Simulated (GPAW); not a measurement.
## HfSi2As4 monolayer in an electric field

How does HfSi2As4 monolayer screen a perpendicular field?

Calculated with GPAW 26.7.0; GPAW, PAW setups; layer in a repeated cell with vacuum, relaxation of atoms and in-plane cell, in the first sound run; inputs show where later runs differ.

This is a report of a sequence of runs, with most program output left out.

## Step 1: The starting structure

The cell holds 7 atoms: 4 As, 2 Si and 1 Hf. Cell: a = 3.630 Å, b = 3.630 Å, c = 23.529 Å, α = 90.0°, β = 90.0°, γ = 120.0°. Vacuum lies along c.

## Step 2: Relaxation

Forces are removed first; all later runs use this geometry.

The input, run.py:

```python
import json
import numpy as np
from ase import Atoms
from ase.filters import FrechetCellFilter
from ase.optimize import BFGS
from gpaw import GPAW, PW

slab = Atoms(
    ['As', 'Si', 'As', 'Hf', 'As', 'Si', 'As'],
    positions=[
        [0.00000, 0.00000, 7.00000],
        [-0.00000, 2.09578, 7.76197],
        [-0.00000, 2.09578, 9.99197],
        [0.00000, 0.00000, 11.76474],
        [-0.00000, 2.09578, 13.53752],
        [-0.00000, 2.09578, 15.76752],
        [0.00000, 0.00000, 16.52949]],
    cell=[[3.63, 0.0, 0.0], [-1.815, 3.14367, 0.0], [0.0, 0.0, 23.5295]],
    pbc=[True, True, True])

slab.calc = GPAW(mode=PW(600), xc='PBE', kpts={'size': (9, 9, 1), 'gamma': True},
                 occupations={'name': 'fermi-dirac', 'width': 0.05}, nbands='200%',
                 convergence={'density': 1e-05}, maxiter=200,
                 symmetry={'tolerance': 1e-3}, txt='slab.txt')
result = {}
# The in-plane cell is free; stress needs a cell that repeats along all three vectors
path = []
opt = BFGS(FrechetCellFilter(slab, mask=[1, 1, 0, 0, 0, 1]), maxstep=0.2)
opt.attach(lambda: path.append((slab.get_potential_energy(), slab.positions.tolist(), slab.get_forces().tolist())))
result['relaxed'] = bool(opt.run(fmax=0.02, steps=45))
result['path'] = path
result['cell'] = slab.cell.tolist()
print('in-plane lattice', slab.cell.cellpar().round(4)[[0, 1, 5]])
energy = slab.get_potential_energy()
fermi = slab.calc.get_fermi_level()
v = slab.calc.get_electrostatic_potential().mean((0, 1)) - fermi
n = slab.calc.get_pseudo_density().mean((0, 1))
L = slab.cell[2, 2]
z = np.arange(len(v)) * L / len(v)
low, high = slab.positions[:, 2].min(), slab.positions[:, 2].max()
below, above = np.interp([low - 4.8, high + 4.8], z, v)
slopes = [np.interp(x, z, np.gradient(v, z)) for x in (low - 4.8, high + 4.8)]
eps = np.array([[slab.calc.get_eigenvalues(k, s) for k in range(len(slab.calc.get_ibz_k_points()))]
                for s in range(slab.calc.get_number_of_spins())]) - fermi
top, bottom = eps[eps < 0].max(), eps[eps > 0].min()
dipole = slab.get_dipole_moment()[2]
print(f'energy {energy:.4f} eV, Fermi level {fermi:.4f} eV, dipole {dipole:.5f} e A')
print(f'potential 4.8 A off the faces, from the Fermi level: lower {below:.4f} eV, upper {above:.4f} eV')
print(f'slope of the potential there: lower {slopes[0]:.5f}, upper {slopes[1]:.5f} eV/A')
print(f'nearest levels on the mesh: {top:.4f} and {bottom:.4f} eV')
print('magnetic moment', round(slab.get_magnetic_moment(), 3))
result.update(energy=energy, fermi=fermi, dipole=dipole, below=below, above=above, slopes=slopes, edges=[top, bottom],
              z=z.tolist(), v=v.tolist(), n=n.tolist(), positions=slab.positions.tolist(),
              forces=slab.get_forces(apply_constraint=False).tolist(), moments=slab.get_magnetic_moments().tolist())
json.dump(result, open('result.json', 'w'))
```

Started as:

```console
$ OMP_NUM_THREADS=1 OPENBLAS_NUM_THREADS=1 python run.py
```

Run time: 18 min. Hardware: 1 thread of Intel Xeon Platinum 8488C (Sapphire Rapids), shared host; peak memory 0.66 GiB.

This step gave:

```yaml
dipole_along_the_normal: -4.85e-4 e·Å
levels_nearest_the_fermi_level_on_the_mesh: -0.1446, 0.03746 eV from the Fermi level
```

The electrostatic potential energy of an electron (without an applied field's), less the Fermi level, planar mean oscillates, so the rows of the table below give means over windows of 1.83 Å about each position, cut where the curve ends. Its maxima inside the range that stand out by 2 % of the span (Å: eV): 7.4: -9.29, 9.1: 2.31, 10.9: -4.84, 12.6: -4.84, 14.5: 2.31, 16.1: -9.29. Its minima: 6.8: -13.4, 7.8: -10.5, 10.2: -11.4, 11.8: -16.0, 13.3: -11.4, 15.8: -10.5, 16.7: -13.4.

Electrostatic potential energy of an electron (without an applied field's), less the Fermi level, planar mean against z; means over each step:

| z (Å) | electrostatic potential energy of an electron (without an applied field's), less the Fermi level, planar mean (eV) |
| --- | --- |
| 0.92 | 5.02 |
| 2.75 | 5.02 |
| 4.58 | 4.79 |
| 6.41 | -5.57 |
| 8.23 | -4.51 |
| 10.07 | -5.43 |
| 11.89 | -9.94 |
| 13.73 | -4.39 |
| 15.55 | -6.29 |
| 17.38 | -3.51 |
| 19.21 | 4.91 |
| 21.05 | 5.02 |
| 22.88 | 5.02 |

The pseudo valence density, planar mean oscillates, so the rows of the table below give means over windows of 1 Å about each position, cut where the curve ends. Its maxima inside the range that stand out by 2 % of the span (Å: e/Å³): 6.3: 0.238, 7.3: 0.366, 9.8: 0.235, 11.7: 0.821, 13.8: 0.235, 16.2: 0.366, 17.3: 0.238. Its minima: 6.8: 0.181, 8.9: 0.120, 10.1: 0.163, 13.4: 0.163, 14.6: 0.120, 16.7: 0.181.

Pseudo valence density, planar mean against z; means over each step:

| z (Å) | pseudo valence density, planar mean (e/Å³) |
| --- | --- |
| 3 | 6.6e-5 |
| 4 | 0.00108 |
| 5 | 0.0178 |
| 6 | 0.156 |
| 7 | 0.273 |
| 8 | 0.205 |
| 9 | 0.139 |
| 10 | 0.208 |
| 11 | 0.402 |
| 12 | 0.635 |
| 13 | 0.272 |
| 14 | 0.183 |
| 15 | 0.144 |
| 16 | 0.288 |
| 17 | 0.215 |
| 18 | 0.0690 |
| 19 | 0.00476 |
| 20 | 2.9e-4 |
| 21 | 1.8e-5 |

The relaxation lowered the energy of the cell by 1.89 eV (energies extrapolated to zero smearing; the optimiser's log prints free energies). The largest force left on a free atom is 0.011 eV/Å.

## Step 3: The slab's potential

The work function is the vacuum plateau of the electrostatic potential less the Fermi level; a dipole layer lets the two faces have plateaus of their own.

This step: GPAW, PAW setups; slab in vacuum (GPAW 26.7.0).

The cell differs from the one that the last finished run ended in (c 23.529 → 23.997 Å).

Changes to run.py since step 2:

```diff
@@ -3,4 +3,2 @@
 from ase import Atoms
-from ase.filters import FrechetCellFilter
-from ase.optimize import BFGS
 from gpaw import GPAW, PW
@@ -10,25 +8,18 @@
     positions=[
-        [0.00000, 0.00000, 7.00000],
-        [-0.00000, 2.09578, 7.76197],
-        [-0.00000, 2.09578, 9.99197],
-        [0.00000, 0.00000, 11.76474],
-        [-0.00000, 2.09578, 13.53752],
-        [-0.00000, 2.09578, 15.76752],
-        [0.00000, 0.00000, 16.52949]],
-    cell=[[3.63, 0.0, 0.0], [-1.815, 3.14367, 0.0], [0.0, 0.0, 23.5295]],
-    pbc=[True, True, True])
+        [0.00000, -0.00000, 7.00000],
+        [0.00000, 2.18877, 8.06924],
+        [0.00000, 2.18877, 10.43153],
+        [0.00000, -0.00000, 11.99856],
+        [0.00000, 2.18877, 13.56561],
+        [0.00000, 2.18877, 15.92790],
+        [0.00000, -0.00000, 16.99714]],
+    cell=[[3.79107, -0.0, 0.0], [-1.89553, 3.28316, 0.0], [0.0, 0.0, 23.9971]],
+    pbc=[True, True, False])
 
-slab.calc = GPAW(mode=PW(600), xc='PBE', kpts={'size': (9, 9, 1), 'gamma': True},
+slab.calc = GPAW(mode=PW(400), xc='PBE', kpts={'size': (9, 9, 1), 'gamma': True},
                  occupations={'name': 'fermi-dirac', 'width': 0.05}, nbands='200%',
                  convergence={'density': 1e-05}, maxiter=200,
+                 poissonsolver={'dipolelayer': 'xy'},
                  symmetry={'tolerance': 1e-3}, txt='slab.txt')
 result = {}
-# The in-plane cell is free; stress needs a cell that repeats along all three vectors
-path = []
-opt = BFGS(FrechetCellFilter(slab, mask=[1, 1, 0, 0, 0, 1]), maxstep=0.2)
-opt.attach(lambda: path.append((slab.get_potential_energy(), slab.positions.tolist(), slab.get_forces().tolist())))
-result['relaxed'] = bool(opt.run(fmax=0.02, steps=45))
-result['path'] = path
-result['cell'] = slab.cell.tolist()
-print('in-plane lattice', slab.cell.cellpar().round(4)[[0, 1, 5]])
 energy = slab.get_potential_energy()
```

Run time: 46 s. Hardware: 1 thread; peak memory 0.25 GiB.

This step gave:

* dipole along the normal: 5.37e-4 e·Å
* levels nearest the Fermi level on the mesh: -0.1447, 0.03751 eV from the Fermi level
* upper work function: 5.013 eV
* lower work function: 5.024 eV

Electrostatic potential energy of an electron (without an applied field's), less the Fermi level, planar mean against z:

| z (Å) | electrostatic potential energy of an electron (without an applied field's), less the Fermi level, planar mean (eV) |
| --- | --- |
| 0.0 | 5.02 |
| 0.5 | 5.02 |
| 1.0 | 5.02 |
| 1.5 | 5.02 |
| 2.0 | 5.02 |
| 2.5 | 5.02 |
| 3.0 | 5.02 |
| 3.5 | 5.02 |
| 4.0 | 5.01 |
| 4.5 | 4.99 |
| 5.0 | 4.87 |
| 5.5 | 4.40 |
| 6.0 | 2.56 |
| 6.5 | -3.98 |
| 7.0 | -13.1 |
| 7.5 | -9.60 |
| 8.0 | -10.5 |
| 8.5 | -4.53 |
| 9.0 | 1.44 |
| 9.5 | 1.72 |
| 10.0 | -4.67 |
| 10.5 | -11.3 |
| 11.0 | -5.33 |
| 11.5 | -8.71 |
| 12.0 | -16.0 |
| 12.5 | -8.66 |
| 13.0 | -5.35 |
| 13.5 | -11.3 |
| 14.0 | -4.61 |
| 14.5 | 1.73 |
| 15.0 | 1.41 |
| 15.5 | -4.59 |
| 16.0 | -10.5 |
| 16.5 | -9.62 |
| 17.0 | -13.1 |
| 17.5 | -3.93 |
| 18.0 | 2.57 |
| 18.5 | 4.40 |
| 19.0 | 4.86 |
| 19.5 | 4.98 |
| 20.0 | 5.00 |
| 20.5 | 5.01 |
| 21.0 | 5.01 |
| 21.5 | 5.01 |
| 22.0 | 5.01 |
| 22.5 | 5.01 |
| 23.0 | 5.01 |
| 23.5 | 5.01 |

The pseudo valence density, planar mean oscillates, so the rows of the table below give means over windows of 1 Å about each position, cut where the curve ends. Its maxima inside the range that stand out by 2 % of the span (Å: e/Å³): 6.6: 0.238, 7.5: 0.367, 10.1: 0.230, 12.0: 0.843, 13.9: 0.230, 16.5: 0.367, 17.4: 0.238. Its minima: 6.9: 0.183, 9.2: 0.121, 10.5: 0.175, 13.5: 0.175, 14.8: 0.121, 17.1: 0.183.

Pseudo valence density, planar mean against z; means over each step:

z (Å), pseudo valence density, planar mean (e/Å³) and a bar:
```
        3      0.000 
        4      0.001 
        5      0.010 
        6      0.112 #####
        7      0.244 ###########
        8      0.250 ###########
        9      0.136 ######
       10      0.193 #########
       11      0.328 ###############
       12      0.666 ##############################
       13      0.328 ###############
       14      0.193 #########
       15      0.136 ######
       16      0.251 ###########
       17      0.244 ###########
       18      0.112 #####
       19      0.009 
       20      0.001 
       21      0.000
```

The potential is flat to 1.8e-4 eV/Å where it is read, so the vacuum is wide enough.

## Step 4: Field on

A uniform field along the normal polarises the slab; the atoms stay fixed, so this is the electronic response alone.

Changes to run.py since step 3:

```diff
@@ -4,2 +4,3 @@
 from gpaw import GPAW, PW
+from gpaw.external import ConstantElectricField
 
@@ -22,2 +23,3 @@
                  poissonsolver={'dipolelayer': 'xy'},
+                 external=ConstantElectricField(-0.2, [0, 0, 1]),
                  symmetry={'tolerance': 1e-3}, txt='slab.txt')
```

The job ended after 3.1 min (1 thread; peak memory 0.44 GiB).

Numbers from this step:

- dipole along the normal: -0.1660 e·Å
- levels nearest the Fermi level on the mesh: -0.1445, 0.03743 eV from the Fermi level
- potential below the slab, the applied field's own ramp left out: 3.815 eV from the Fermi level
- potential above the slab, the applied field's own ramp left out: 6.228 eV from the Fermi level

Table of electrostatic potential energy of an electron (without an applied field's), less the Fermi level, planar mean by z:

| z (Å) | electrostatic potential energy of an electron (without an applied field's), less the Fermi level, planar mean (eV) |
| --- | --- |
| 0.0 | 5.02 |
| 0.5 | 3.82 |
| 1.0 | 3.82 |
| 1.5 | 3.82 |
| 2.0 | 3.82 |
| 2.5 | 3.82 |
| 3.0 | 3.81 |
| 3.5 | 3.81 |
| 4.0 | 3.81 |
| 4.5 | 3.78 |
| 5.0 | 3.68 |
| 5.5 | 3.23 |
| 6.0 | 1.44 |
| 6.5 | -5.03 |
| 7.0 | -14.1 |
| 7.5 | -10.5 |
| 8.0 | -11.2 |
| 8.5 | -5.20 |
| 9.0 | 0.858 |
| 9.5 | 1.24 |
| 10.0 | -5.06 |
| 10.5 | -11.6 |
| 11.0 | -5.52 |
| 11.5 | -8.81 |
| 12.0 | -16.0 |
| 12.5 | -8.57 |
| 13.0 | -5.16 |
| 13.5 | -11.0 |
| 14.0 | -4.22 |
| 14.5 | 2.22 |
| 15.0 | 1.99 |
| 15.5 | -3.92 |
| 16.0 | -9.70 |
| 16.5 | -8.76 |
| 17.0 | -12.2 |
| 17.5 | -2.88 |
| 18.0 | 3.70 |
| 18.5 | 5.57 |
| 19.0 | 6.06 |
| 19.5 | 6.19 |
| 20.0 | 6.22 |
| 20.5 | 6.23 |
| 21.0 | 6.23 |
| 21.5 | 6.23 |
| 22.0 | 6.23 |
| 22.5 | 6.23 |
| 23.0 | 6.23 |
| 23.5 | 6.23 |

The dipole is now -0.166 e Å, against 5.4e-4 in the run without a field.

## Step 5: Field on

Changes to run.py since step 4:

```diff
@@ -23,3 +23,3 @@
                  poissonsolver={'dipolelayer': 'xy'},
-                 external=ConstantElectricField(-0.2, [0, 0, 1]),
+                 external=ConstantElectricField(-0.1, [0, 0, 1]),
                  symmetry={'tolerance': 1e-3}, txt='slab.txt')
```

The job ended after 3.3 min (1 thread; peak memory 0.44 GiB).

Numbers from this step:

```yaml
dipole_along_the_normal: -0.08299 e·Å
levels_nearest_the_fermi_level_on_the_mesh: -0.1446, 0.03748 eV from the Fermi level
potential_below_the_slab_the_applied_field_s_own_ramp_left_out: 4.416 eV from the Fermi level
potential_above_the_slab_the_applied_field_s_own_ramp_left_out: 5.622 eV from the Fermi level
```

The electrostatic potential energy of an electron (without an applied field's), less the Fermi level, planar mean oscillates, so the rows of the table below give means over windows of 1.82 Å about each position, cut where the curve ends. Its maxima inside the range that stand out by 2 % of the span (Å: eV): 7.6: -9.70, 9.3: 2.03, 11.1: -4.93, 12.9: -4.77, 14.7: 2.55, 16.4: -8.86. Its minima: 7.1: -13.8, 8.0: -10.9, 10.5: -11.5, 12.0: -16.0, 13.5: -11.2, 16.0: -10.1, 16.9: -12.9.

Electrostatic potential energy of an electron (without an applied field's), less the Fermi level, planar mean against z; means over each step:

z (Å), electrostatic potential energy of an electron (without an applied field's), less the Fermi level, planar mean (eV) and a bar from the least value:
```
     0.91        4.5 ############################
     2.73        4.4 ############################
     4.55        4.3 ###########################
     6.37       -4.0 ############
     8.19       -6.8 ######
    10.01       -4.5 ###########
    11.83      -10.0 
    13.65       -5.5 #########
    15.47       -3.8 ############
    17.29       -5.6 ########
    19.11        5.3 #############################
    20.93        5.6 ##############################
    22.75        5.6 ##############################
```

The dipole is now -0.0830 e Å, against 5.4e-4 in the run without a field.

## Step 6: Field on

Changes to run.py since step 5:

```diff
@@ -23,3 +23,3 @@
                  poissonsolver={'dipolelayer': 'xy'},
-                 external=ConstantElectricField(-0.1, [0, 0, 1]),
+                 external=ConstantElectricField(-0.05, [0, 0, 1]),
                  symmetry={'tolerance': 1e-3}, txt='slab.txt')
```

The job ended after 3.5 min (1 thread; peak memory 0.44 GiB).

The electrostatic potential energy of an electron (without an applied field's), less the Fermi level, planar mean oscillates, so the rows of the table below give means over windows of 1.82 Å about each position, cut where the curve ends. Its maxima inside the range that stand out by 2 % of the span (Å: eV): 7.6: -9.49, 9.3: 2.16, 11.1: -4.89, 12.9: -4.81, 14.7: 2.42, 16.4: -9.07. Its minima: 7.1: -13.6, 8.0: -10.7, 10.5: -11.4, 12.0: -16.0, 13.5: -11.3, 16.0: -10.3, 16.9: -13.1.

The electrostatic potential energy of an electron (without an applied field's), less the Fermi level, planar mean by z; means over each step:

z (Å), electrostatic potential energy of an electron (without an applied field's), less the Fermi level, planar mean (eV) and a bar from the least value:
```
     0.91        4.7 #############################
     2.73        4.7 #############################
     4.55        4.6 #############################
     6.37       -3.7 ############
     8.19       -6.6 #######
    10.01       -4.4 ###########
    11.83      -10.0 
    13.65       -5.6 #########
    15.47       -4.0 ############
    17.29       -5.8 ########
    19.11        5.0 #############################
    20.93        5.3 ##############################
    22.75        5.3 ##############################
```

## Step 7: Field on

Changes to run.py since step 6:

```diff
@@ -23,3 +23,3 @@
                  poissonsolver={'dipolelayer': 'xy'},
-                 external=ConstantElectricField(-0.05, [0, 0, 1]),
+                 external=ConstantElectricField(0.05, [0, 0, 1]),
                  symmetry={'tolerance': 1e-3}, txt='slab.txt')
```

The job ended after 3.2 min (1 thread; peak memory 0.44 GiB).

## Step 8: In a field

Changes to run.py since step 7:

```diff
@@ -23,3 +23,3 @@
                  poissonsolver={'dipolelayer': 'xy'},
-                 external=ConstantElectricField(0.05, [0, 0, 1]),
+                 external=ConstantElectricField(0.1, [0, 0, 1]),
                  symmetry={'tolerance': 1e-3}, txt='slab.txt')
```

Wall time 3.1 min (1 thread); peak memory 0.43 GiB.

The electrostatic potential energy of an electron (without an applied field's), less the Fermi level, planar mean oscillates, so the rows of the table below give means over windows of 1.82 Å about each position, cut where the curve ends. Its maxima inside the range that stand out by 2 % of the span (Å: eV): 1.0: 5.62, 7.6: -8.86, 9.3: 2.55, 11.1: -4.77, 12.9: -4.93, 14.7: 2.03, 16.4: -9.70. Its minima: 7.1: -12.9, 8.0: -10.1, 10.5: -11.2, 12.0: -16.0, 13.5: -11.5, 16.0: -10.9, 16.9: -13.8.

Electrostatic potential energy of an electron (without an applied field's), less the Fermi level, planar mean against z; means over each step:

| z (Å) | electrostatic potential energy of an electron (without an applied field's), less the Fermi level, planar mean (eV) |
| --- | --- |
| 0.91 | 5.56 |
| 2.73 | 5.62 |
| 4.55 | 5.51 |
| 6.37 | -2.91 |
| 8.19 | -6.08 |
| 10.01 | -4.09 |
| 11.83 | -9.96 |
| 13.65 | -5.81 |
| 15.47 | -4.48 |
| 17.29 | -6.58 |
| 19.11 | 4.15 |
| 20.93 | 4.41 |
| 22.75 | 4.42 |

The dipole is now 0.0830 e Å, against 5.4e-4 in the run without a field.

(Continued in part 2 of 2.)

[Logs are printed without paths, hosts, clocks, repeated set-up lines and the standing remarks that a program may print on its own settings, such as how far it seeks lower states.]

[Hosts, paths, dates, database ids (printed as entryN), source tags and the programs' standing remarks are cut or masked in the printed files.]
